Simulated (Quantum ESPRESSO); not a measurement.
# Mo(110), 5 layers: parallel layout and speed, part 2 of 3

Aim: which layout of ranks, pools and threads brings Mo(110), 5 layers to self-consistency fastest, and whether the result stays the same.

Quantum ESPRESSO 7.5; plane-wave DFT, PBE, GBRV ultrasoft pseudopotentials.

So far. Step 2 (SCF with pw.x: 4 ranks, 4 pools, 1 thread a rank): Inside the slab this potential holds the local part of the pseudopotentials, which can be repulsive at the nuclei; only its value in the vacuum has a meaning of its own. Step 3 (Ground state: 4 ranks, 2 pools, 1 thread a rank): Counted from each run's own zero (the Fermi level), the vacuum level differs from the first run's by -6 meV.

### 4. SCF with pw.x: 4 ranks, 1 pool, 1 thread a rank

The input, c2.in:

```
&control
  prefix = 'c2'
  outdir = './out'
  pseudo_dir = './pseudo'
  calculation = 'scf'
  tprnfor = .true.
/
&system
  ibrav = 0
  nat = 5
  ntyp = 1
  ecutwfc = 40
  ecutrho = 200
  occupations = 'smearing'
  smearing = 'mv'
  degauss = 0.02
  assume_isolated = 'esm'
  esm_bc = 'bc1'
/
&electrons
  conv_thr = 1e-07
  mixing_beta = 0.4
  electron_maxstep = 120
  mixing_mode = 'local-TF'
/
ATOMIC_SPECIES
  Mo  95.9500  mo_pbe_v1.uspp.F.UPF
CELL_PARAMETERS angstrom
  2.22738636073762 -1.57500000000000 0.00000000000000
  2.22738636073762 1.57500000000000 0.00000000000000
  0.00000000000000 0.00000000000000 24.90954544295050
ATOMIC_POSITIONS crystal
  Mo  0.000000000000 0.000000000000 -0.178837977260
  Mo  0.500000000000 0.500000000000 -0.089418988630
  Mo  0.000000000000 0.000000000000 0.000000000000
  Mo  0.500000000000 0.500000000000 0.089418988630
  Mo  0.000000000000 0.000000000000 0.178837977260
K_POINTS automatic
  10 10 1 0 0 0
```

Started as:

```bash
$ OMP_NUM_THREADS=1 mpirun -n 4 pw.x -nk 1 -in c2.in > c2.out
```

Output:

```text
[banner, memory and clock lines left out]
Program PWSCF v.7.5 starts
[...]
Message from routine setup:
[...]
number of electrons       =        70.00
     number of Kohn-Sham states=           42
     kinetic-energy cutoff     =      40.0000  Ry
     charge density cutoff     =     200.0000  Ry
[...]
number of k points=    31  Marzari-Vanderbilt smearing, width (Ry)=  0.0200
[...]
Dense  grid:    56473 G-vectors     FFT dimensions: (  24,  24, 216)
[...]
negative rho (up, down):  3.617E-03 0.000E+00
     Starting wfcs are   65 randomized atomic wfcs
[...]
negative rho (up, down):  1.496E-03 0.000E+00
[...]
estimated scf accuracy    <       2.19414390 Ry
[...]
negative rho (up, down):  3.262E-04 0.000E+00
[...]
estimated scf accuracy    <       0.79544468 Ry
[...]
negative rho (up, down):  8.647E-05 0.000E+00
[...]
estimated scf accuracy    <       0.21474615 Ry
[...]
negative rho (up, down):  4.088E-05 0.000E+00
[...]
estimated scf accuracy    <       0.09662394 Ry
[...]
negative rho (up, down):  2.671E-05 0.000E+00
[...]
estimated scf accuracy    <       0.02746662 Ry
[...]
negative rho (up, down):  6.513E-05 0.000E+00
[...]
estimated scf accuracy    <       0.06001813 Ry
[...]
negative rho (up, down):  6.048E-05 0.000E+00
[...]
estimated scf accuracy    <       0.06143008 Ry
[...]
negative rho (up, down):  2.161E-04 0.000E+00
[...]
estimated scf accuracy    <       0.04407070 Ry
[...]
negative rho (up, down):  1.651E-02 0.000E+00
[...]
estimated scf accuracy    <       0.03830586 Ry
[...]
negative rho (up, down):  4.518E-03 0.000E+00
[...]
estimated scf accuracy    <       0.01177096 Ry
[...]
negative rho (up, down):  5.041E-03 0.000E+00
[...]
estimated scf accuracy    <       0.01368631 Ry
[...]
negative rho (up, down):  5.762E-03 0.000E+00
[...]
estimated scf accuracy    <       0.00743276 Ry
[...]
negative rho (up, down):  3.950E-03 0.000E+00
[...]
estimated scf accuracy    <       0.00645506 Ry
[...]
negative rho (up, down):  3.370E-03 0.000E+00
[...]
estimated scf accuracy    <       0.00113262 Ry
[...]
negative rho (up, down):  3.840E-03 0.000E+00
[...]
estimated scf accuracy    <       0.00021529 Ry
[...]
negative rho (up, down):  3.836E-03 0.000E+00
[...]
estimated scf accuracy    <       0.00004544 Ry
[...]
negative rho (up, down):  3.633E-03 0.000E+00
[...]
estimated scf accuracy    <       0.00003642 Ry
[...]
negative rho (up, down):  3.722E-03 0.000E+00
[...]
estimated scf accuracy    <       0.00002149 Ry
[...]
negative rho (up, down):  3.715E-03 0.000E+00
[...]
estimated scf accuracy    <       0.00002889 Ry
[...]
negative rho (up, down):  3.724E-03 0.000E+00
[...]
estimated scf accuracy    <       0.00000935 Ry
[...]
negative rho (up, down):  3.797E-03 0.000E+00
[...]
estimated scf accuracy    <       0.00000296 Ry
[...]
negative rho (up, down):  3.805E-03 0.000E+00
[...]
estimated scf accuracy    <       0.00000044 Ry
[...]
negative rho (up, down):  3.775E-03 0.000E+00
[...]
estimated scf accuracy    <       0.00000182 Ry
[...]
negative rho (up, down):  3.777E-03 0.000E+00
[...]
the Fermi energy is    -4.7001 ev
!    total energy              =    -696.50861915 Ry
     estimated scf accuracy    <       0.00000005 Ry
     smearing contrib. (-TS)   =      -0.00151826 Ry
     internal energy E=F+TS    =    -696.50710090 Ry
[...]
one-electron contribution =   16938.18382120 Ry
     hartree contribution      =   -8492.30403872 Ry
     xc contribution           =     -96.54219386 Ry
     ewald contribution        =   -9045.84468952 Ry
     convergence has been achieved in  24 iterations
     negative rho (up, down):  3.777E-03 0.000E+00
[...]
Total force =     0.046805     Total SCF correction =     0.002083
[...]
```

Run time: 1.8 min. Hardware: 4 MPI ranks of Arm Neoverse V1, shared host; peak memory 0.33 GiB; 7.1 min of CPU time.

This step gave:

```
Fermi energy                                                   : -4.700 eV
vacuum line at the lower end of the cell, over the Fermi level : 4.700 eV
vacuum line at the upper end of the cell, over the Fermi level : 4.700 eV
```

The program's own clock; routines nest. Time by routine:

| routine | wall time (s) | calls |
| --- | --- | --- |
| PWSCF | 106.5 | 1 |
| electrons | 103.9 | 1 |
| c_bands | 88.93 | 24 |
| cegterg | 87.14 | 744 |
| h_psi | 57.73 | 5399 |
| fftw | 52.13 | 207366 |
| vloc_psi | 48.22 | 5399 |
| sum_band | 11.79 | 24 |
| cdiaghg | 9.25 | 5368 |
| calbec | 6.48 | 6267 |
| h_psi:calbec | 4.75 | 5399 |
| add_vuspsi | 4.55 | 5399 |
| s_psi | 4.41 | 5399 |
| init_run | 1.99 | 1 |

Counted from each run's own zero (the Fermi level), the vacuum level differs from the first run's by -2 meV.

### 5. SCF with pw.x: 2 ranks, 2 pools, 2 threads a rank

c3.in, as its differences from the input of step 4:

```diff
@@ -1,3 +1,3 @@
 &control
-  prefix = 'c2'
+  prefix = 'c3'
   outdir = './out'
```

Started as:

```bash
$ OMP_NUM_THREADS=2 mpirun -n 2 pw.x -nk 2 -in c3.in > c3.out
```

Output:

```text
[banner, memory and clock lines left out]
Program PWSCF v.7.5 starts
[...]
Message from routine setup:
[...]
number of electrons       =        70.00
     number of Kohn-Sham states=           42
     kinetic-energy cutoff     =      40.0000  Ry
     charge density cutoff     =     200.0000  Ry
[...]
number of k points=    31  Marzari-Vanderbilt smearing, width (Ry)=  0.0200
[...]
Dense  grid:    56473 G-vectors     FFT dimensions: (  24,  24, 216)
[...]
negative rho (up, down):  3.617E-03 0.000E+00
     Starting wfcs are   65 randomized atomic wfcs
[...]
negative rho (up, down):  1.494E-03 0.000E+00
[...]
estimated scf accuracy    <       2.19782367 Ry
[...]
negative rho (up, down):  3.217E-04 0.000E+00
[...]
estimated scf accuracy    <       0.79837780 Ry
[...]
negative rho (up, down):  8.879E-05 0.000E+00
[...]
estimated scf accuracy    <       0.21115292 Ry
[...]
negative rho (up, down):  3.983E-05 0.000E+00
[...]
estimated scf accuracy    <       0.08564871 Ry
[...]
negative rho (up, down):  2.759E-05 0.000E+00
[...]
estimated scf accuracy    <       0.02542108 Ry
[...]
negative rho (up, down):  6.383E-05 0.000E+00
[...]
estimated scf accuracy    <       0.05528462 Ry
[...]
negative rho (up, down):  6.045E-05 0.000E+00
[...]
estimated scf accuracy    <       0.06568027 Ry
[...]
negative rho (up, down):  1.482E-04 0.000E+00
[...]
estimated scf accuracy    <       0.04200724 Ry
[...]
negative rho (up, down):  1.723E-02 0.000E+00
[...]
estimated scf accuracy    <       0.03556231 Ry
[...]
negative rho (up, down):  4.518E-03 0.000E+00
[...]
estimated scf accuracy    <       0.01168608 Ry
[...]
negative rho (up, down):  5.882E-03 0.000E+00
[...]
estimated scf accuracy    <       0.01758610 Ry
[...]
negative rho (up, down):  5.963E-03 0.000E+00
[...]
estimated scf accuracy    <       0.00389213 Ry
[...]
negative rho (up, down):  3.502E-03 0.000E+00
[...]
estimated scf accuracy    <       0.00518199 Ry
[...]
negative rho (up, down):  3.637E-03 0.000E+00
[...]
estimated scf accuracy    <       0.00265751 Ry
[...]
negative rho (up, down):  4.062E-03 0.000E+00
[...]
estimated scf accuracy    <       0.00042468 Ry
[...]
negative rho (up, down):  3.896E-03 0.000E+00
[...]
estimated scf accuracy    <       0.00015104 Ry
[...]
negative rho (up, down):  3.906E-03 0.000E+00
[...]
estimated scf accuracy    <       0.00009148 Ry
[...]
negative rho (up, down):  3.813E-03 0.000E+00
[...]
estimated scf accuracy    <       0.00016754 Ry
[...]
negative rho (up, down):  3.683E-03 0.000E+00
[...]
estimated scf accuracy    <       0.00005622 Ry
[...]
negative rho (up, down):  3.694E-03 0.000E+00
[...]
estimated scf accuracy    <       0.00001260 Ry
[...]
negative rho (up, down):  3.737E-03 0.000E+00
[...]
estimated scf accuracy    <       0.00002321 Ry
[...]
negative rho (up, down):  3.761E-03 0.000E+00
[...]
estimated scf accuracy    <       0.00001920 Ry
[...]
negative rho (up, down):  3.768E-03 0.000E+00
[...]
estimated scf accuracy    <       0.00002866 Ry
[...]
negative rho (up, down):  3.791E-03 0.000E+00
[...]
estimated scf accuracy    <       0.00010316 Ry
[...]
negative rho (up, down):  3.789E-03 0.000E+00
[...]
estimated scf accuracy    <       0.00006862 Ry
[...]
negative rho (up, down):  3.661E-03 0.000E+00
[...]
estimated scf accuracy    <       0.00006843 Ry
[...]
negative rho (up, down):  3.740E-03 0.000E+00
[...]
estimated scf accuracy    <       0.00010842 Ry
[...]
negative rho (up, down):  3.748E-03 0.000E+00
[...]
estimated scf accuracy    <       0.00009460 Ry
[...]
negative rho (up, down):  3.753E-03 0.000E+00
[...]
estimated scf accuracy    <       0.00005762 Ry
[...]
negative rho (up, down):  3.737E-03 0.000E+00
[...]
estimated scf accuracy    <       0.00000838 Ry
[...]
negative rho (up, down):  3.739E-03 0.000E+00
[...]
estimated scf accuracy    <       0.00000352 Ry
[...]
negative rho (up, down):  3.743E-03 0.000E+00
[...]
estimated scf accuracy    <       0.00000035 Ry
[...]
negative rho (up, down):  3.777E-03 0.000E+00
[...]
the Fermi energy is    -4.7031 ev
!    total energy              =    -696.50861920 Ry
     estimated scf accuracy    <       0.00000005 Ry
     smearing contrib. (-TS)   =      -0.00151842 Ry
     internal energy E=F+TS    =    -696.50710078 Ry
[...]
one-electron contribution =   16938.21415645 Ry
     hartree contribution      =   -8492.33462787 Ry
     xc contribution           =     -96.54193985 Ry
     ewald contribution        =   -9045.84468952 Ry
     convergence has been achieved in  33 iterations
     negative rho (up, down):  3.777E-03 0.000E+00
[...]
Total force =     0.046460     Total SCF correction =     0.001094
[...]
```

It took 9 min on 2 MPI ranks; peak memory 0.43 GiB.

Numbers from this step:

| Quantity | Value |
| --- | --- |
| Fermi energy | -4.703 eV |
| vacuum line at the lower end of the cell, over the Fermi level | 4.703 eV |
| vacuum line at the upper end of the cell, over the Fermi level | 4.703 eV |

The program's own clock; routines nest. Time by routine:

| routine | wall time (s) | calls |
| --- | --- | --- |
| PWSCF | 541.9 | 1 |
| electrons | 533 | 1 |
| c_bands | 442.8 | 33 |
| fftw | 439.4 | 138258 |
| cegterg | 421.7 | 528 |
| h_psi | 393.7 | 3607 |
| vloc_psi | 380.8 | 3607 |
| sum_band | 79.15 | 33 |
| calbec | 8.52 | 4199 |
| init_run | 8.13 | 1 |
| wfcinit | 7.72 | 1 |
| add_vuspsi | 6.41 | 3607 |
| cdiaghg | 6.22 | 3591 |
| s_psi | 6.19 | 3607 |

Counted from each run's own zero (the Fermi level), the vacuum level differs from the first run's by +1 meV.

### 6. Ground state: 2 ranks, 1 pool, 2 threads a rank

c4.in, as its differences from the input of step 5:

```diff
@@ -1,3 +1,3 @@
 &control
-  prefix = 'c3'
+  prefix = 'c4'
   outdir = './out'
```

Started as:

```bash
$ OMP_NUM_THREADS=2 mpirun -n 2 pw.x -nk 1 -in c4.in > c4.out
```

Output:

```text
[banner, memory and clock lines left out]
Program PWSCF v.7.5 starts
[...]
Message from routine setup:
[...]
number of electrons       =        70.00
     number of Kohn-Sham states=           42
     kinetic-energy cutoff     =      40.0000  Ry
     charge density cutoff     =     200.0000  Ry
[...]
number of k points=    31  Marzari-Vanderbilt smearing, width (Ry)=  0.0200
[...]
Dense  grid:    56473 G-vectors     FFT dimensions: (  24,  24, 216)
[...]
negative rho (up, down):  3.617E-03 0.000E+00
     Starting wfcs are   65 randomized atomic wfcs
[...]
negative rho (up, down):  1.496E-03 0.000E+00
[...]
estimated scf accuracy    <       2.20234616 Ry
[...]
negative rho (up, down):  3.257E-04 0.000E+00
[...]
estimated scf accuracy    <       0.79632907 Ry
[...]
negative rho (up, down):  8.846E-05 0.000E+00
[...]
estimated scf accuracy    <       0.21217698 Ry
[...]
negative rho (up, down):  4.076E-05 0.000E+00
[...]
estimated scf accuracy    <       0.08922803 Ry
[...]
negative rho (up, down):  2.719E-05 0.000E+00
[...]
estimated scf accuracy    <       0.02575223 Ry
[...]
negative rho (up, down):  6.480E-05 0.000E+00
[...]
estimated scf accuracy    <       0.05558638 Ry
[...]
negative rho (up, down):  5.833E-05 0.000E+00
[...]
estimated scf accuracy    <       0.06179703 Ry
[...]
negative rho (up, down):  2.319E-04 0.000E+00
[...]
estimated scf accuracy    <       0.03964369 Ry
[...]
negative rho (up, down):  1.647E-02 0.000E+00
[...]
estimated scf accuracy    <       0.03219227 Ry
[...]
negative rho (up, down):  4.307E-03 0.000E+00
[...]
estimated scf accuracy    <       0.00940528 Ry
[...]
negative rho (up, down):  3.705E-03 0.000E+00
[...]
estimated scf accuracy    <       0.01743867 Ry
[...]
negative rho (up, down):  5.861E-03 0.000E+00
[...]
estimated scf accuracy    <       0.00308499 Ry
[...]
negative rho (up, down):  2.863E-03 0.000E+00
[...]
estimated scf accuracy    <       0.00519785 Ry
[...]
negative rho (up, down):  4.030E-03 0.000E+00
[...]
estimated scf accuracy    <       0.00159321 Ry
[...]
negative rho (up, down):  4.171E-03 0.000E+00
[...]
estimated scf accuracy    <       0.00027369 Ry
[...]
negative rho (up, down):  3.898E-03 0.000E+00
[...]
estimated scf accuracy    <       0.00013442 Ry
[...]
negative rho (up, down):  3.883E-03 0.000E+00
[...]
estimated scf accuracy    <       0.00002632 Ry
[...]
negative rho (up, down):  3.887E-03 0.000E+00
[...]
estimated scf accuracy    <       0.00001795 Ry
[...]
negative rho (up, down):  3.883E-03 0.000E+00
[...]
estimated scf accuracy    <       0.00002070 Ry
[...]
negative rho (up, down):  3.948E-03 0.000E+00
[...]
estimated scf accuracy    <       0.00012330 Ry
[...]
negative rho (up, down):  3.958E-03 0.000E+00
[...]
estimated scf accuracy    <       0.00011959 Ry
[...]
negative rho (up, down):  3.892E-03 0.000E+00
[...]
estimated scf accuracy    <       0.00001757 Ry
[...]
negative rho (up, down):  3.845E-03 0.000E+00
[...]
estimated scf accuracy    <       0.00000056 Ry
[...]
negative rho (up, down):  3.840E-03 0.000E+00
[...]
estimated scf accuracy    <       0.00000108 Ry
[...]
negative rho (up, down):  3.777E-03 0.000E+00
[...]
the Fermi energy is    -4.6952 ev
!    total energy              =    -696.50861919 Ry
     estimated scf accuracy    <       0.00000009 Ry
     smearing contrib. (-TS)   =      -0.00151866 Ry
     internal energy E=F+TS    =    -696.50710053 Ry
[...]
one-electron contribution =   16938.20390896 Ry
     hartree contribution      =   -8492.32444785 Ry
     xc contribution           =     -96.54187211 Ry
     ewald contribution        =   -9045.84468952 Ry
     convergence has been achieved in  25 iterations
     negative rho (up, down):  3.777E-03 0.000E+00
[...]
Total force =     0.046018     Total SCF correction =     0.001277
[...]
```

Elapsed: 2.5 min, on 2 MPI ranks; peak memory 0.4 GiB; 7.9 min of CPU time.

This step gave:

```
Fermi energy                                                   : -4.695 eV
vacuum line at the lower end of the cell, over the Fermi level : 4.695 eV
vacuum line at the upper end of the cell, over the Fermi level : 4.695 eV
```

The program's own clock; routines nest. Time by routine:

| routine | wall time (s) | calls |
| --- | --- | --- |
| PWSCF | 148.9 | 1 |
| electrons | 145.6 | 1 |
| c_bands | 123.1 | 25 |
| cegterg | 119.6 | 775 |
| h_psi | 84.42 | 5831 |
| fftw | 73.41 | 226196 |
| vloc_psi | 73.27 | 5831 |
| sum_band | 16.97 | 25 |
| cdiaghg | 10.46 | 5800 |
| calbec | 7.3 | 6730 |
| h_psi:calbec | 5.43 | 5831 |
| add_vuspsi | 5.38 | 5831 |
| s_psi | 5.2 | 5831 |
| init_run | 2.6 | 1 |

Counted from each run's own zero (the Fermi level), the vacuum level differs from the first run's by -7 meV.

### 7. SCF with pw.x: 1 rank, 1 pool, 4 threads a rank

c5.in, as its differences from the input of step 6:

```diff
@@ -1,3 +1,3 @@
 &control
-  prefix = 'c4'
+  prefix = 'c5'
   outdir = './out'
```

Started as:

```bash
$ OMP_NUM_THREADS=4 pw.x -nk 1 -in c5.in > c5.out
```

Output:

```text
[banner, memory and clock lines left out]
Program PWSCF v.7.5 starts
[...]
Message from routine setup:
[...]
number of electrons       =        70.00
     number of Kohn-Sham states=           42
     kinetic-energy cutoff     =      40.0000  Ry
     charge density cutoff     =     200.0000  Ry
[...]
number of k points=    31  Marzari-Vanderbilt smearing, width (Ry)=  0.0200
[...]
Dense  grid:    56473 G-vectors     FFT dimensions: (  24,  24, 216)
[...]
negative rho (up, down):  3.617E-03 0.000E+00
     Starting wfcs are   65 randomized atomic wfcs
[...]
negative rho (up, down):  1.493E-03 0.000E+00
[...]
estimated scf accuracy    <       2.19609936 Ry
[...]
negative rho (up, down):  3.351E-04 0.000E+00
[...]
estimated scf accuracy    <       0.79829870 Ry
[...]
negative rho (up, down):  9.425E-05 0.000E+00
[...]
estimated scf accuracy    <       0.21148981 Ry
[...]
negative rho (up, down):  4.189E-05 0.000E+00
[...]
estimated scf accuracy    <       0.08719600 Ry
[...]
negative rho (up, down):  2.879E-05 0.000E+00
[...]
estimated scf accuracy    <       0.02574741 Ry
[...]
negative rho (up, down):  6.323E-05 0.000E+00
[...]
estimated scf accuracy    <       0.05550048 Ry
[...]
negative rho (up, down):  5.961E-05 0.000E+00
[...]
estimated scf accuracy    <       0.06687081 Ry
[...]
negative rho (up, down):  1.631E-04 0.000E+00
[...]
estimated scf accuracy    <       0.04243119 Ry
[...]
negative rho (up, down):  1.699E-02 0.000E+00
[...]
estimated scf accuracy    <       0.03664193 Ry
[...]
negative rho (up, down):  3.991E-03 0.000E+00
[...]
estimated scf accuracy    <       0.01079892 Ry
[...]
negative rho (up, down):  5.156E-03 0.000E+00
[...]
estimated scf accuracy    <       0.01938963 Ry
[...]
negative rho (up, down):  6.630E-03 0.000E+00
[...]
estimated scf accuracy    <       0.00331133 Ry
[...]
negative rho (up, down):  3.681E-03 0.000E+00
[...]
estimated scf accuracy    <       0.00540522 Ry
[...]
negative rho (up, down):  3.827E-03 0.000E+00
[...]
estimated scf accuracy    <       0.00383745 Ry
[...]
negative rho (up, down):  4.209E-03 0.000E+00
[...]
estimated scf accuracy    <       0.00044969 Ry
[...]
negative rho (up, down):  3.974E-03 0.000E+00
[...]
estimated scf accuracy    <       0.00022670 Ry
[...]
negative rho (up, down):  3.833E-03 0.000E+00
[...]
estimated scf accuracy    <       0.00015577 Ry
[...]
negative rho (up, down):  3.979E-03 0.000E+00
[...]
estimated scf accuracy    <       0.00011763 Ry
[...]
negative rho (up, down):  3.557E-03 0.000E+00
[...]
estimated scf accuracy    <       0.00008024 Ry
[...]
negative rho (up, down):  3.499E-03 0.000E+00
[...]
estimated scf accuracy    <       0.00004645 Ry
[...]
negative rho (up, down):  3.655E-03 0.000E+00
[...]
estimated scf accuracy    <       0.00004577 Ry
[...]
negative rho (up, down):  3.724E-03 0.000E+00
[...]
estimated scf accuracy    <       0.00017325 Ry
[...]
negative rho (up, down):  3.787E-03 0.000E+00
[...]
estimated scf accuracy    <       0.00006032 Ry
[...]
negative rho (up, down):  3.793E-03 0.000E+00
[...]
estimated scf accuracy    <       0.00001578 Ry
[...]
negative rho (up, down):  3.816E-03 0.000E+00
[...]
estimated scf accuracy    <       0.00000763 Ry
[...]
negative rho (up, down):  3.806E-03 0.000E+00
[...]
estimated scf accuracy    <       0.00000523 Ry
[...]
negative rho (up, down):  3.792E-03 0.000E+00
[...]
estimated scf accuracy    <       0.00000380 Ry
[...]
negative rho (up, down):  3.785E-03 0.000E+00
[...]
estimated scf accuracy    <       0.00000196 Ry
[...]
negative rho (up, down):  3.780E-03 0.000E+00
[...]
estimated scf accuracy    <       0.00000097 Ry
[...]
negative rho (up, down):  3.779E-03 0.000E+00
[...]
estimated scf accuracy    <       0.00000076 Ry
[...]
negative rho (up, down):  3.775E-03 0.000E+00
[...]
estimated scf accuracy    <       0.00000094 Ry
[...]
negative rho (up, down):  3.777E-03 0.000E+00
[...]
the Fermi energy is    -4.7017 ev
!    total energy              =    -696.50861913 Ry
     estimated scf accuracy    <       0.00000006 Ry
     smearing contrib. (-TS)   =      -0.00151846 Ry
     internal energy E=F+TS    =    -696.50710067 Ry
[...]
one-electron contribution =   16938.18527541 Ry
     hartree contribution      =   -8492.30563694 Ry
     xc contribution           =     -96.54204962 Ry
     ewald contribution        =   -9045.84468952 Ry
     convergence has been achieved in  32 iterations
     negative rho (up, down):  3.777E-03 0.000E+00
[...]
Total force =     0.045746     Total SCF correction =     0.001753
[...]
```

Elapsed: 23 min, on 1 MPI rank; peak memory 0.35 GiB.

Read from the output:

```
Fermi energy                                                   : -4.702 eV
vacuum line at the lower end of the cell, over the Fermi level : 4.702 eV
vacuum line at the upper end of the cell, over the Fermi level : 4.702 eV
```

The program's own clock; routines nest. Time by routine:

| routine | wall time (s) | calls |
| --- | --- | --- |
| PWSCF | 1395 | 1 |
| electrons | 1371 | 1 |
| fftw | 1283 | 251350 |
| c_bands | 1135 | 32 |
| cegterg | 1127 | 992 |
| h_psi | 1108 | 6354 |
| vloc_psi | 1095 | 6354 |
| sum_band | 225 | 32 |
| init_run | 22.75 | 1 |
| wfcinit | 22.23 | 1 |
| cdiaghg | 10.91 | 6323 |
| calbec | 8.71 | 7470 |
| h_psi:calbec | 6.28 | 6354 |
| newd | 6.21 | 33 |

Counted from each run's own zero (the Fermi level), the vacuum level differs from the first run's by -0 meV.

[end of part 2 of 3]

[Logs are printed without paths, hosts, clocks, repeated set-up lines and the standing remarks that a program may print on its own settings, such as how far it seeks lower states.]

[Hosts, paths, dates, database ids (printed as entryN), source tags and the programs' standing remarks are cut or masked in the printed files.]

[Maps of the electrostatic potential energy from Ansatz leave out the sawtooth potential of an applied field or a dipole correction, so their vacuum need not be flat; planar profiles and work functions include it.]
